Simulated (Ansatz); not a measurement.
# Cl on Re(0001): change of the work function, part 5 of 5

Wanted: Δφ(θ) for Cl/Re(0001), starting from the hcp site.

Ansatz 0.2.0; plane-wave DFT, PBE, Ansatz PAW.

So far, work function, upper face (eV): step 2 (the clean slab) 4.98; step 5 (the covered slab, k-mesh 12×12×1, coverage 1 ML) 4.09; step 7 (the covered slab, atoms frozen) 4.49; step 8 (the substrate alone) 4.99; step 9 (the adsorbate layer alone) 8.06.

**12. Varying the input**

System of this step: Re(0001). The cell holds 4 atoms: 4 Re. Its edges and angles: a = 2.760 Å, b = 2.760 Å, c = 24.686 Å, α = 90.0°, β = 90.0°, γ = 60.0°. Vacuum lies along c.

Another changed input: it repeats the earlier run at 0 ML with efield.dipole_correction from true to false and efield.amplitude to 0.05.

File input.yaml:

```yaml
crystal:
  lattice:
    - [2.76, 0.0, 0.0]
    - [1.38, 2.3902301144, 0.0]
    - [0.0, 0.0, 24.6861]
  atoms:
    - { symbol: Re, position: [0.6666666667, 0.6666666667, 0.3645776368] }
    - { symbol: Re, position: [0.0, 0.0, 0.4548592123] }
    - { symbol: Re, position: [0.6666666667, 0.6666666667, 0.5451407877] }
    - { symbol: Re, position: [0.0, 0.0, 0.6354223632] }
kpoints:
  mp_grid: { grid: [12, 12, 1] }
hamiltonian:
  xc: pbe
scf:
  occupations: { method: fermi_dirac, width: 0.1 }
  convergence: { dr2_threshold: 1.0e-08 }
efield:
  axis: 3
  dipole_correction: false
  ramp_position: 0.97
  ramp_width: 0.06
  amplitude: 0.05
relax:
  f_tol: 0.02
  max_steps: 60
  constraints: [{ sites: [0, 1] }]
output:
  write_potential: true
  write_density: true
  volumetric_format: npy
```

Run with:

```sh
> ansatz run input.yaml --threads 4 --pin off --max-ram 6144MiB --backend cpu --events-out ev --progress --plain --runs-dir out
```

Output:

```text
[...]
Crystal: 4 atoms, lattice volume = 162.855 Å³
Basis set: ecut = 420 eV, 3161 PW (Γ), exchange–correlation on 40×40×360 points (8 copies of the dense FFT grid, shifted against one another)
Bands: 36, of which v1, the nominal top of the filled ones, is band 30 counted from 1 (29 counted from 0)
Symmetry: 6 space group operations
k-points: 19 of 144 (time reversal used)
[...]
SCF iter   1: F=—  HF=-43470.112931 eV  |F-HF|=—  |Δ(HF+E_count)|=         —  Δρ=9.43e-3  dr2=3.33e0  ethr=1.77e-3  p=0.000 e·Å  V_vac-E_F(+/−)=5.66/4.54 eV  ⟨swp⟩=8.2  Hψ=3382  notcnv=0
[...]
SCF iter   9: F=-43470.060803 eV  HF=-43470.060803 eV  |F-HF|=3.78e-9  |Δ(HF+E_count)|=   9.73e-9  Δρ=6.12e-7  dr2=1.32e-9  ethr=1.67e-11  p=0.033 e·Å  V_vac-E_F(+/−)=5.56/4.52 eV  ⟨swp⟩=10.7  Hψ=5143  notcnv=0
SCF 1 converged in 9 iterations: F = -43470.060803 eV  dr2 = 1.32e-9
[...]
relax step   1: F+E_penalty+E_count = -43470.06080310 eV  Δ(F+E_penalty+E_count) = +0.000e0 eV  max|allowed force component| = 1.550e0 eV/Å  Δτ_max = 0.0000 Å  (9 SCF iters, accepted)
[...]
SCF iter   1: F=—  HF=-43470.127883 eV  |F-HF|=—  |Δ(HF+E_count)|=         —  Δρ=1.40e-2  dr2=2.27e0  ethr=3.10e-3  p=0.033 e·Å  V_vac-E_F(+/−)=5.67/4.63 eV  ⟨swp⟩=5.7  Hψ=2106  notcnv=0
[...]
SCF iter  10: F=-43469.955864 eV  HF=-43469.955864 eV  |F-HF|=1.72e-9  |Δ(HF+E_count)|=   6.51e-9  Δρ=6.97e-7  dr2=3.77e-9  ethr=1.67e-11  p=0.052 e·Å  V_vac-E_F(+/−)=5.50/4.50 eV  ⟨swp⟩=10.2  Hψ=4751  notcnv=0
SCF 2 converged in 10 iterations: F = -43469.955864 eV  dr2 = 3.77e-9
relax step   2: F+E_penalty+E_count = -43469.95586402 eV  Δ(F+E_penalty+E_count) = +1.049e-1 eV  max|allowed force component| = 2.758e0 eV/Å  Δτ_max = 0.1443 Å  (10 SCF iters, rejected (line search))
[...]
SCF iter   9: F=-43470.146540 eV  HF=-43470.146540 eV  |F-HF|=5.41e-9  |Δ(HF+E_count)|=   2.10e-8  Δρ=7.77e-7  dr2=1.31e-9  ethr=1.67e-11  p=0.043 e·Å  V_vac-E_F(+/−)=5.52/4.50 eV  ⟨swp⟩=11.0  Hψ=5176  notcnv=0
SCF 3 converged in 9 iterations: F = -43470.146540 eV  dr2 = 1.31e-9
relax step   3: F+E_penalty+E_count = -43470.14653973 eV  Δ(F+E_penalty+E_count) = -8.574e-2 eV  max|allowed force component| = 1.104e-1 eV/Å  Δτ_max = 0.0714 Å  (9 SCF iters, accepted)
SCF iter   1: F=—  HF=-43470.151001 eV  |F-HF|=—  |Δ(HF+E_count)|=         —  Δρ=2.54e-3  dr2=6.41e-2  ethr=1.12e-3  p=0.043 e·Å  V_vac-E_F(+/−)=5.53/4.50 eV  ⟨swp⟩=2.7  Hψ=1313  notcnv=0
[...]
SCF iter   8: F=-43470.147967 eV  HF=-43470.147967 eV  |F-HF|=4.29e-9  |Δ(HF+E_count)|=   3.93e-8  Δρ=9.21e-7  dr2=3.87e-9  ethr=1.67e-11  p=0.043 e·Å  V_vac-E_F(+/−)=5.53/4.51 eV  ⟨swp⟩=8.7  Hψ=5443  notcnv=0
SCF 4 converged in 8 iterations: F = -43470.147967 eV  dr2 = 3.87e-9
relax step   4: F+E_penalty+E_count = -43470.14796736 eV  Δ(F+E_penalty+E_count) = -1.428e-3 eV  max|allowed force component| = 1.932e-2 eV/Å  Δτ_max = 0.0249 Å  (8 SCF iters, accepted)
[...]
SCF converged after 8 iterations
Free energy (F): -43470.147967 eV
[...]
Internal energy: -43470.043938 eV  (E = F + TS)
E sigma→0 (E₀):  -43470.095952 eV
Entropy (-TS):   -0.104030 eV (-26.007 meV/atom)
Fermi energy:    5.510372 eV
Dipole field:    D = 0.047497 V/Å  (p = 0.042747 e·Å, saw-weighted)
Work function:   not extracted (applied field tilts the vacuum); planar V_es + V_field profile in the machine report
[...]
--- Forces (eV/Å), atoms counted from 1 ---
  atom   1  Re     0.00000000     0.00000000     1.22545701
  atom   2  Re     0.00000000    -0.00000000    -1.19079020
  atom   3  Re     0.00000000     0.00000000    -0.01931500
  atom   4  Re     0.00000000    -0.00000000    -0.01535728
  max |Σ_I F_I| component: 5.47e-6 eV/Å
--- Band table (eV; the first three rows and the last of 19) ---
  k-point 0: bands = [... 26 lower, 4.0349, 4.4142, 4.4142, 4.6325, 4.6325, 5.2351, 6.1866, 6.4247, ... 2 higher]
  k-point 1: bands = [... 26 lower, 4.2096, 4.3372, 4.4192, 4.6235, 4.8467, 5.2018, 5.5672, 6.3004, ... 2 higher]
  k-point 2: bands = [... 26 lower, 4.3757, 4.6361, 4.7627, 4.7864, 5.1372, 5.1805, 5.4496, 6.2602, ... 2 higher]
  k-point 18: bands = [... 26 lower, 4.0256, 4.0259, 4.0680, 5.3798, 6.3492, 7.7044, 7.9291, 8.0138, ... 2 higher]
--- Relaxed structure (4 steps of the walk, 3 accepted, 0 SCFs on fresh bases) ---
  F+E_penalty+E_count = -43470.14796736 eV   max|allowed force component| = 1.932e-2 eV/Å
  atoms:
    - { symbol: Re, position: [0.666667, 0.666667, 0.3645776368] }
    - { symbol: Re, position: [0.0, 0.0, 0.4548592123] }
    - { symbol: Re, position: [0.666667, 0.666667, 0.549012] }
    - { symbol: Re, position: [1.499294e-19, -2.998588e-19, 0.634638] }
```

The job ended after 16 s (4 threads of AMD EPYC 7R43, shared host; peak memory 0.53 GiB).

| quantity | this run | earlier run | difference |
| --- | --- | --- | --- |
| dipole along the normal (e·Å) | 0.04275 | 0.005545 | 0.037 |

The applied field differs between the two, so the dipoles differ in any case.

With the dipole correction off, the periodic images add a field of their own to the typed one.

These numbers are not those of the isolated slab.

**13. Summary of results**

```yaml
work_function_of_the_clean_face: 4.98 eV
work_function_at_0p25_ml: 4.49 eV
work_function_at_0p5_ml: 4.19 eV
work_function_at_1_ml: 4.09 eV
dipole_per_adsorbate_at_0p25_ml_positive_end_outwards: 0.34 D
step_of_the_potential_from_the_moved_charge_at_0p25_ml_upper_less_lower_side_atoms_held: -0.495 eV
```

What this shows: Cl lowers the work function of Re(0001) at the lowest coverage, by 0.49 eV: the adsorbate layer has its positive end outwards. The dipole per adsorbate falls from 0.34 to 0.15 D as the layer fills. Neighbouring dipoles depolarise each other, and heights and bonding change with coverage too. An electronegative adsorbate that lowers the work function shows that charge transfer alone doesn't fix the sign: the pushed-back electron tail of the metal and the adsorbate's own polarisation count too. At the highest coverage the adsorbates are pressed to about 2.8 Å, closer than unbonded atoms of this kind usually come, so a real layer may not reach it. The slab has 4 layers, at the tabulated experimental lattice constant, one starting site was run, and quantum-size effects of a slab this thin can reach one or two tenths of an eV.

[Long decimals in the printed logs are rounded to 6 places.]

[Logs are printed without paths, hosts, clocks, repeated set-up lines and the standing remarks that a program may print on its own settings, such as how far it seeks lower states.]

[Hosts, paths, dates, database ids (printed as entryN), source tags and the programs' standing remarks are cut or masked in the printed files.]

[Maps of the electrostatic potential energy from Ansatz leave out the sawtooth potential of an applied field or a dipole correction, so their vacuum need not be flat; planar profiles and work functions include it.]
